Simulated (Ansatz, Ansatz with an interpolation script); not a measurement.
# From a coarse GW mesh to bands everywhere: BiOBr (P4/nmm)

G0W0 gives levels on a mesh alone; what do the bands of BiOBr (P4/nmm) look like between the points?

Calculated with Ansatz 0.2.0; LDA, Wannier functions and G0W0, plane waves, PAW.

The database entry behind the starting cell differs from later determinations by our own check (0.1 to 0.3 % short, probably kX units), so it need not match the best structure at ambient conditions.

## Step 1: The structure

Symmetry: P4/nmm, No. 129, tetragonal system. The conventional cell has a = 3.916 Å, b = 3.916 Å, c = 8.077 Å, α = 90.00°, β = 90.00°, γ = 90.00°. Nearest to Bi lie 4 O at 2.32 Å and 4 Br at 3.18 Å. Nearest to Br lie 4 Bi at 3.18 Å. O has 4 Bi at 2.32 Å nearest. Farther neighbours and most contacts between anions are not listed.

The cell and positions come from the Crystallography Open Database and are kept as given unless a step says otherwise. Spin-orbit coupling is left out unless a step names it.

## Step 2: LDA bands

The cheap functional maps the bands first; the places of the edges decide which points the dearer methods must see.

This step: DFT, LDA, plane waves, PAW; PAW set soft_1.

The input, input.yaml:

```yaml
crystal:
  lattice:
    - [3.916, 0.0, 0.0]
    - [0.0, 3.916, 0.0]
    - [0.0, 0.0, 8.077]
  atoms:
    - { symbol: Bi, position: [0.0, 0.5, 0.154] }
    - { symbol: Bi, position: [0.5, 0.0, 0.846] }
    - { symbol: Br, position: [0.0, 0.5, 0.653] }
    - { symbol: Br, position: [0.5, 0.0, 0.347] }
    - { symbol: O, position: [0.0, 0.0, 0.0] }
    - { symbol: O, position: [0.5, 0.5, 0.0] }
kpoints:
  mp_grid: { grid: [4, 4, 2] }
  band_path:
    path:
      - [[0.0, 0.0, 0.0], [0.0, 0.5, 0.0], [0.5, 0.5, 0.0], [0.0, 0.0, 0.0], [0.0, 0.0, 0.5], [0.0, 0.5, 0.5], [0.5, 0.5, 0.5], [0.0, 0.0, 0.5]]
      - [[0.0, 0.5, 0.0], [0.0, 0.5, 0.5]]
      - [[0.5, 0.5, 0.0], [0.5, 0.5, 0.5]]
    npoints: 10
hamiltonian:
  xc: lda
  pseudopotentials: { kind: paw, azcp: { folder: soft_1 }, xc_functional: pbe }
scf:
  occupations: { method: fermi_dirac, width: 0.02 }
  n_extra_bands: 65
output:
  eigenvalues: true
  fatbands: true
  write_density: true
  write_potential: true
  elf: true
  volumetric_format: npy
```

Command:

```
> ansatz run input.yaml --threads 3 --pin off --max-ram 92160MiB --backend cuda --events-out ev --progress --plain --runs-dir out --devices 1 --max-vram 13GiB
```

Numbers of over 12 decimals in the logs are rounded to 6 here.

The log of the run:

```text
scf.n_extra_bands = 65 over 28 filled bands (N_el = 56.0): the run solves 93 bands
GPUs: using 1 of 1 available (devices: 1).
Engine: ansatz 0.2.0, x86_64-unknown-linux-gnu
Pseudopotentials: kind: paw
Pseudopotential: Bi, paw, valence charge 15, recommended cutoff 420 eV (normal), soft_1/Bi.paw.azcp
Pseudopotential: Br, paw, valence charge 7, recommended cutoff 420 eV (normal), soft_1/Br.paw.azcp
Pseudopotential: O, paw, valence charge 6, recommended cutoff 420 eV (normal), soft_1/O.paw.azcp
Functional definition: SPW92
  exchange = slater_x
  correlation = pw_c
device memory: the entry about to start is reckoned to put 4.0 GiB on a device that reports 47.2 GiB free (of which the cap on the GPU budget leaves the run 13.0 GiB)
GPU FFT provider: cuFFT
GPU libraries: cuBLAS 13.8.2, cuFFT 12.4.0, cuSOLVER 12.3.4
Crystal: 6 atoms, lattice volume = 123.861 Å³
Basis set: ecut = 420 eV, 2419 PW (Γ)
Bands: 93, of which v1, the nominal top of the filled ones, is band 28 counted from 1 (27 counted from 0)
Symmetry: 16 space group operations
Space group: P4/nmm (ITA 129), of the structure as read, at distance tolerance 5.0e-5 Å
k-points: 12 of 32
Non-local potential: Bi, projectors of the file, l = 0: 2, l = 1: 2, l = 2: 2, l = 3: 1
Non-local potential: Br, projectors of the file, l = 0: 2, l = 1: 2, l = 2: 2
Non-local potential: O, projectors of the file, l = 0: 2, l = 1: 2, l = 2: 1
PAW form: soft (Blöchl's): semilocal exchange-correlation on the pseudo side does not see the compensation charge
PAW frozen core: Bi, regenerated for the run's functional, and the local potential with it (the file was generated under x = pbe(κ = 0.804, μ = 0.219515), c = pbe(β = 0.066725))
PAW frozen core: Br, regenerated for the run's functional, and the local potential with it (the file was generated under x = pbe(κ = 0.804, μ = 0.219515), c = pbe(β = 0.066725))
PAW frozen core: O, regenerated for the run's functional, and the local potential with it (the file was generated under x = pbe(κ = 0.804, μ = 0.219515), c = pbe(β = 0.066725))
PAW one-centre angular grid: Bi, 590 points (default); XC on 64 Gauss nodes
PAW one-centre angular grid: Br, 110 points (default); XC on 64 Gauss nodes
PAW one-centre angular grid: O, 110 points (default); XC on 64 Gauss nodes
Initial density: superposition of atomic densities (chi_scale 0.1, normalization cell, long waves kept (reshape's long-wave potential 0.03 eV rms))
Initial wavefunctions: pseudopotential atomic-orbital guess
GPU buffer pool allocated for 39366 grid points (all kernels)
GPU transforms: local potential and band sums: pruned to the plane-wave sphere, on 27×27×54
Functional: x = slater, c = lda
SCF iter   1: F=—  HF=-30676.110481 eV  |F-HF|=—  |Δ(HF+E_count)|=         —  Δρ=3.13e-2  dr2=9.89e-1  ethr=3.10e-3  ⟨swp⟩=6.0  Hψ=5631  notcnv=0  defer=214
preconditioner: auto → Resta (q_TF=auto, 2.390 Å⁻¹)  ε∞=1.6  [insulator: Δε(μ)=2.243 eV  Ē_g=31.953 eV  σ=0.020 eV  W_gap=1.00  n_scr=30 (ndim 8)  ℏωp=25.0 eV  f_vac=0.001  D(μ)=0.00/eV (n_scr^D=0)  ε∞_Penn≈1.6]
SCF iter   2: F=—  HF=-30675.887605 eV  |F-HF|=—  |Δ(HF+E_count)|=   2.23e-1  Δρ=1.41e-2  dr2=1.60e-1  ethr=1.77e-3  ⟨swp⟩=3.0  Hψ=1544  notcnv=0  defer=679
SCF iter   3: F=—  HF=-30675.893924 eV  |F-HF|=—  |Δ(HF+E_count)|=   6.32e-3  Δρ=4.42e-3  dr2=2.13e-2  ethr=2.85e-4  ⟨swp⟩=3.0  Hψ=808  notcnv=0  defer=709
SCF iter   4: F=—  HF=-30675.893532 eV  |F-HF|=—  |Δ(HF+E_count)|=   3.92e-4  Δρ=7.65e-4  dr2=2.62e-3  ethr=3.80e-5  ⟨swp⟩=2.0  Hψ=613  notcnv=0  defer=712
SCF iter   5: F=—  HF=-30675.892947 eV  |F-HF|=—  |Δ(HF+E_count)|=   5.86e-4  Δρ=1.88e-4  dr2=5.98e-5  ethr=4.69e-6  ⟨swp⟩=2.6  Hψ=693  notcnv=0  defer=712
SCF iter   6: F=—  HF=-30675.893350 eV  |F-HF|=—  |Δ(HF+E_count)|=   4.04e-4  Δρ=3.80e-5  dr2=1.95e-6  ethr=1.07e-7  ⟨swp⟩=2.6  Hψ=662  notcnv=0  defer=712
SCF iter   7: F=-30675.893350 eV  HF=-30675.893350 eV  |F-HF|=9.98e-9  |Δ(HF+E_count)|=   4.02e-7  Δρ=8.08e-6  dr2=5.26e-8  ethr=1.79e-10  ⟨swp⟩=9.8  Hψ=7646  notcnv=0
SCF 1 converged in 7 iterations: F = -30675.893350 eV  dr2 = 5.26e-8
[...]
device memory: the entry about to start is reckoned to put 3.3 GiB on a device that reports 47.2 GiB free (of which the cap on the GPU budget leaves the run 13.0 GiB)
NSCF: frozen V_eff on 93 k-points
SCF converged after 7 iterations
Free energy (F): -30675.893350 eV
Harris-Foulkes:  -30675.893350 eV  (|F-HF|=9.98e-9)
Internal energy: -30675.893350 eV  (E = F + TS)
E sigma→0 (E₀):  -30675.893350 eV
Fermi energy:    8.294656 eV
--- Per-component energies (eV) ---
  E_band       = -238.148818
  E_kinetic    = 1103.048070
  E_local      = -5001.917681  (includes V_loc(G=0)·N_el)
  E_nonlocal   = 1043.317338
  E_hartree    = 1985.395451
  E_xc         = -835.588555
  E_vxc        = -667.695344  (∫ρ·V_xc dr)
  E_paw        = -25454.317180  (= ΣΔE_a)
  E_vpaw       = -685.692352  (= ΣTr[D̂ρ^β])
  E_aug_tail   = 0.001984  (compensation charges beyond the density's cutoff)
  E_ewald      = -3516.430001
  E_core_change = 0.597223  (= ΣΔE_core)
  E_smearing   = -0.000000  (= −TS)
  E_closure    = -0.000000  (closes the sum)
  Σ components = -30675.893350   (vs F -30675.893350, Δ=0.00e0)
--- Band table (eV; the first three rows and the last of 12) ---
  k-point 0: bands = [... 24 lower, 6.2604, 6.5296, 6.5296, 6.5944, 9.5494, 10.4608, 12.1385, 12.1385, ... 61 higher]
  k-point 1: bands = [... 24 lower, 6.3241, 6.8448, 6.8448, 7.1466, 9.3605, 9.6429, 11.9630, 11.9630, ... 61 higher]
  k-point 2: bands = [... 24 lower, 6.6848, 6.7330, 6.9761, 7.1564, 11.1001, 11.3614, 11.4260, 11.9063, ... 61 higher]
  k-point 11: bands = [... 24 lower, 6.1738, 6.1738, 6.2521, 6.2521, 11.2480, 11.2480, 12.5137, 12.5137, ... 61 higher]
```

It took 13 s on 1 × NVIDIA H100 80GB HBM3 (shared by 6 runs) with 3 threads of AMD EPYC 7R13 (Zen 3), shared host; peak memory 0.98 GiB.

Numbers from this step:

- filled bands: 28
- gap: 2.041 eV
- valence top at: k = (0.000, 0.400, 0.500)
- conduction bottom at: k = (0.000, 0.000, 0.400)
- least direct gap: 2.214 eV

The gap is indirect, with the least direct gap 0.17 eV higher.

Electronic bands along the path, in eV, zero at the top of the highest nominally filled band:

```csv
point,band 25,band 26,band 27,band 28,band 29,band 30,band 31,band 32
Γ,-1.06,-0.79,-0.79,-0.72,2.23,3.15,4.82,4.82
halfway,-0.63,-0.58,-0.34,-0.16,3.78,4.05,4.11,4.59
X,-0.54,-0.54,-0.16,-0.16,4.22,4.22,4.76,4.76
halfway,-0.97,-0.97,-0.97,-0.97,3.91,3.91,4.83,4.83
M,-1.06,-1.06,-0.79,-0.79,3.24,3.24,4.97,4.97
halfway,-0.88,-0.52,-0.39,-0.36,3.35,4.37,4.74,4.78
Γ,-1.06,-0.79,-0.79,-0.72,2.23,3.15,4.82,4.82
halfway,-1.09,-0.60,-0.60,-0.44,2.10,2.78,4.73,4.73
Z,-0.99,-0.47,-0.47,-0.17,2.04,2.33,4.65,4.65
halfway,-0.93,-0.52,-0.42,-0.26,3.58,3.83,4.66,4.70
R,-0.55,-0.55,-0.12,-0.12,4.04,4.04,4.81,4.81
halfway,-1.09,-1.09,-0.51,-0.51,3.53,3.53,5.27,5.27
A,-1.14,-1.14,-1.06,-1.06,3.93,3.93,5.20,5.20
halfway,-1.17,-1.05,-0.36,-0.29,3.00,4.22,4.96,5.13
Z,-0.99,-0.47,-0.47,-0.17,2.04,2.33,4.65,4.65
jump to X,-0.54,-0.54,-0.16,-0.16,4.22,4.22,4.76,4.76
halfway,-0.55,-0.55,-0.14,-0.14,4.13,4.13,4.78,4.78
R,-0.55,-0.55,-0.12,-0.12,4.04,4.04,4.81,4.81
jump to M,-1.06,-1.06,-0.79,-0.79,3.24,3.24,4.97,4.97
halfway,-1.06,-1.06,-0.96,-0.96,3.55,3.55,5.09,5.09
A,-1.14,-1.14,-1.06,-1.06,3.93,3.93,5.20,5.20
```

Electrostatic potential energy in the ac plane at fractional y = 0.000, with atoms of Bi and Br and O within 0.2 Å of it. With pseudopotentials it is smooth inside the atoms' cores, unlike the true potential.

Values in eV, 24 rows by 14 columns, each cell a mean:
```
-35 -28  -7   6   3  -5 -12 -15 -11  -2   5   5 -15 -29
-12  -5   5   3 -10 -27 -36 -39 -35 -22  -5   5   2  -8
  9   9   7  -3 -23 -41 -48 -50 -47 -36 -17   1   8   9
 11  10   6  -6 -28 -45 -51 -52 -50 -40 -21  -1   8  11
 11  10   7  -2 -21 -39 -46 -49 -45 -34 -15   2   8  11
 12  11   9   4  -6 -22 -31 -34 -30 -17  -3   6  10  11
 12  12  11   9   5  -1  -6  -9  -5   1   6   9  11  12
 13  13  12  11  10   8   7   7   7   9  10  12  12  13
 13  13  13  13  12  11  11  11  11  12  12  13  13  13
 14  14  14  13  13  13  13  13  13  13  13  13  14  14
 14  14  14  14  14  13  13  13  13  13  14  14  14  14
 14  14  14  14  13  12  11  11  11  12  13  14  14  14
 14  14  14  13  10   6   2   0   3   8  11  13  14  14
 14  14  13  10   3 -13 -28 -33 -25  -7   6  11  13  14
 14  13  12   7 -10 -38 -50 -51 -49 -29  -3   9  12  13
 13  13  11   5 -15 -44 -52 -52 -52 -36  -7   8  12  13
 13  12  11   7  -7 -35 -49 -51 -47 -26  -1   9  12  13
 12  12  12  10   5  -7 -19 -24 -17  -2   7  11  12  12
 12  12  12  11  10   8   5   4   5   9  11  12  12  12
 11  12  12  12  12  12  11  11  11  12  12  12  12  11
 11  11  12  12  12  12  12  12  12  12  12  12  12  11
  0   5  10  12  12  12  12  12  12  12  12  12   9   3
-27 -20   0  11  11  10  10  10  10  11  11   9  -7 -23
-44 -33 -12   8   9   7   5   5   6   8   9   5 -21 -36
```
Columns run along a (3.9 Å; values clipped at the 3rd and 97th percentile), rows up along c (8.1 Å). Atoms in or near the plane, at fractional coordinates: Bi at (0.50, 0.85), Br at (0.50, 0.35), O at (0.00, 0.00).

Valence density in the ac plane at fractional y = 0.000, with atoms of Bi and Br and O within 0.2 Å of it. It is the smooth field of the valence electrons, not physical close to the nuclei.

Ten steps, logarithmic in the rise over the least value, from '0' (-0.1 e/Å³) to '9' (8.1 e/Å³), each cell a mean:
```
98644455544578
76545678764456
44446899975444
23346899986432
22346899875322
22234677754322
22223445433222
22222233322222
22222222222222
22222222222222
22222222222222
22222333322222
22223445443222
22234566554322
22345554555322
22345530455422
22345655555322
22234555554322
22233444433222
22222333322222
33222222222233
55432222222345
87543222223468
99643333333579
```
Columns run along a (3.9 Å), rows up along c (8.1 Å). Atoms in or near the plane, at fractional coordinates: Bi at (0.50, 0.85), Br at (0.50, 0.35), O at (0.00, 0.00).

## Step 3: Wannier functions (Bi:6p Br:4p O:2p) on 8×8×4

Localised functions give a small Hamiltonian that interpolates between mesh points at no cost.

This step: maximally localised Wannier functions, LDA, plane waves, PAW; PAW set soft_1.

input.yaml, the sections that differ from step 2:

```yaml
kpoints:
  mp_grid: { grid: [4, 4, 2] }
scf:
  occupations: { method: fixed }
  n_extra_bands: 65
output:
  wannier:
    kmesh: [8, 8, 4]
    projections:
      - { species: Bi, l: p, shell: 6 }
      - { species: Br, l: p, shell: 4 }
      - { species: O, l: p, shell: 2 }
    minimise: true
    write_hr: true
    seedname: w
    conv_tol: 1.0e-06
    max_iter: 20000
    stability_check: false
    disentanglement:
      window: [1.93, 15.36]
      frozen_window: [1.93, 12.36]
      conv_tol: 1.0e-08
# crystal, hamiltonian: as in step 2
```

The log of the run:

```text
[...]
GPUs: using 1 of 1 available (devices: 1).
[...]
GPU FFT provider: cuFFT
GPU libraries: cuBLAS 13.8.2, cuFFT 12.4.0, cuSOLVER 12.3.4
Crystal: 6 atoms, lattice volume = 123.861 Å³
Basis set: ecut = 420 eV, 2419 PW (Γ)
Bands: 93, of which v1, the nominal top of the filled ones, is band 28 counted from 1 (27 counted from 0)
Symmetry: 16 space group operations
[...]
k-points: 12 of 32
[...]
GPU buffer pool allocated for 39366 grid points (all kernels)
[...]
SCF iter   1: F=—  HF=-30676.110503 eV  |F-HF|=—  |Δ(HF+E_count)|=         —  Δρ=3.13e-2  dr2=9.89e-1  ethr=3.10e-3  ⟨swp⟩=4.2  Hψ=3892  notcnv=0  defer=726
[...]
SCF iter   8: F=-30675.893350 eV  HF=-30675.893350 eV  |F-HF|=2.16e-9  |Δ(HF+E_count)|=   7.74e-7  Δρ=3.05e-6  dr2=1.28e-8  ethr=1.79e-10  ⟨swp⟩=11.6  Hψ=8665  notcnv=0
SCF 1 converged in 8 iterations: F = -30675.893350 eV  dr2 = 1.28e-8
[...]
NSCF: frozen V_eff on 12 k-points
the band table was solved once the SCF had ended and its energy, with any forces and stress, was formed, with the checks that follow a solve (4257 applications of the Hamiltonian). They found nothing against the state; the energy, forces and stress were not computed again (output.eigenvalues in the input reference)
[...]
the Wannier pass solved 49 of the 256 points of its mesh, and has the states at the others by symmetry: states obtained by the crystal's operations at points that were solved too leave a residual of 3.55e-13 eV (read by the count's bands and the next), within 6.67e-6 eV
SCF converged after 8 iterations
Free energy (F): -30675.893350 eV
[...]
Internal energy: -30675.893350 eV  (E = F + TS)
E sigma→0 (E₀):  -30675.893350 eV
Fermi energy:    7.196492 eV
[...]
--- Band table (eV; the first three rows and the last of 12) ---
  k-point 0: bands = [... 24 lower, 6.2605, 6.5296, 6.5296, 6.5944, 9.5494, 10.4608, 12.1385, 12.1385, ... 61 higher]
  k-point 1: bands = [... 24 lower, 6.3241, 6.8448, 6.8448, 7.1466, 9.3605, 9.6429, 11.9629, 11.9629, ... 61 higher]
  k-point 2: bands = [... 24 lower, 6.6848, 6.7330, 6.9761, 7.1564, 11.1001, 11.3614, 11.4260, 11.9063, ... 61 higher]
  k-point 11: bands = [... 24 lower, 6.1738, 6.1738, 6.2520, 6.2520, 11.2480, 11.2480, 12.5137, 12.5137, ... 61 higher]
Wannier search: line search 1 of at most 20000: gauge-dependent spread (as the search counts it) 1.6104035 Å², largest recent change 1.7e-1 Å² against conv_tol 1.0e-6 Å², 0 stops escaped
```

The job ended after 12 s (1 × NVIDIA H100 80GB HBM3 (shared by 6 runs) with 3 threads; peak memory 1.2 GiB).

Numbers from this step:

| Property | Result |
| --- | --- |
| gauge-invariant spread | 33.87 Å² |
| diagonal spread | 0.1058 Å² |
| off-diagonal spread | 1.329 Å² |
| total spread | 35.31 Å² |
| least projectability | 0.4867 |
| localisation steps | 34 |
| disentanglement steps | 20 |
| r.m.s. interpolation error | 5.07e-4 eV |
| r.m.s. error near the gap | 6.10e-4 eV |

Near the gap the model misses directly solved bands by 0.6 meV r.m.s. and by 8 meV at most in the window tested. This tests the starting bands, not the corrections carried with them.

Wannier functions, by row:

```csv
function,x (Å),y (Å),z (Å),spread (Å²),nearest atom,distance (Å)
1,0,1.958,1.457,2.872,Bi1,0.213
2,0,1.958,1.491,2.956,Bi1,0.247
3,0,1.958,1.491,2.956,Bi1,0.247
4,1.958,0,6.62,2.872,Bi2,0.213
5,1.958,0,6.586,2.956,Bi2,0.247
6,1.958,0,6.586,2.956,Bi2,0.247
7,0,1.958,5.264,1.752,Br3,0.01
8,0,1.958,5.262,1.687,Br3,0.013
9,0,1.958,5.262,1.687,Br3,0.013
10,1.958,0,2.813,1.752,Br4,0.01
11,1.958,0,2.815,1.687,Br4,0.013
12,1.958,0,2.815,1.687,Br4,0.013
13,0,0,0,1.16,O5,0
14,0,0,-0.073,1.292,O5,0.073
15,0,0,0.073,1.292,O5,0.073
16,1.958,1.958,0,1.16,O6,0
17,1.958,1.958,0.073,1.292,O6,0.073
18,1.958,1.958,-0.073,1.292,O6,0.073
```

Frozen up to 5.04 eV; above it the model need not follow the bands. The electronic bands at the labelled points (eV, zero at the valence-band top):

(Unchanged from step 2.)

The same for Kohn-Sham, solved directly:

```csv
point,band 25,band 26,band 27,band 28,band 29,band 30,band 31,band 32
Γ,-1.06,-0.79,-0.79,-0.72,2.23,3.15,4.82,4.82
X,-0.54,-0.54,-0.16,-0.16,4.22,4.22,4.76,4.76
M,-1.06,-1.06,-0.79,-0.79,3.24,3.24,4.97,4.97
Γ,-1.06,-0.79,-0.79,-0.72,2.23,3.15,4.82,4.82
Z,-0.99,-0.47,-0.47,-0.17,2.04,2.33,4.65,4.65
R,-0.55,-0.55,-0.12,-0.12,4.04,4.04,4.81,4.81
A,-1.14,-1.14,-1.06,-1.06,3.93,3.93,5.20,5.20
Z,-0.99,-0.47,-0.47,-0.17,2.04,2.33,4.65,4.65
X,-0.54,-0.54,-0.16,-0.16,4.22,4.22,4.76,4.76
R,-0.55,-0.55,-0.12,-0.12,4.04,4.04,4.81,4.81
M,-1.06,-1.06,-0.79,-0.79,3.24,3.24,4.97,4.97
A,-1.14,-1.14,-1.06,-1.06,3.93,3.93,5.20,5.20
```

[end of part 1 of 2]

[Paths, hosts, dates, memory and timing lines, banners, echoed tables and standing remarks are left out of the program output.]

[Logs are printed without paths, hosts, clocks, repeated set-up lines and the standing remarks that a program may print on its own settings, such as how far it seeks lower states.]

[Runs of the session that timed out or met a known fault of the program may be left out.]

[Hosts, paths, dates, database ids (printed as entryN), source tags and the programs' standing remarks are cut or masked in the printed files.]
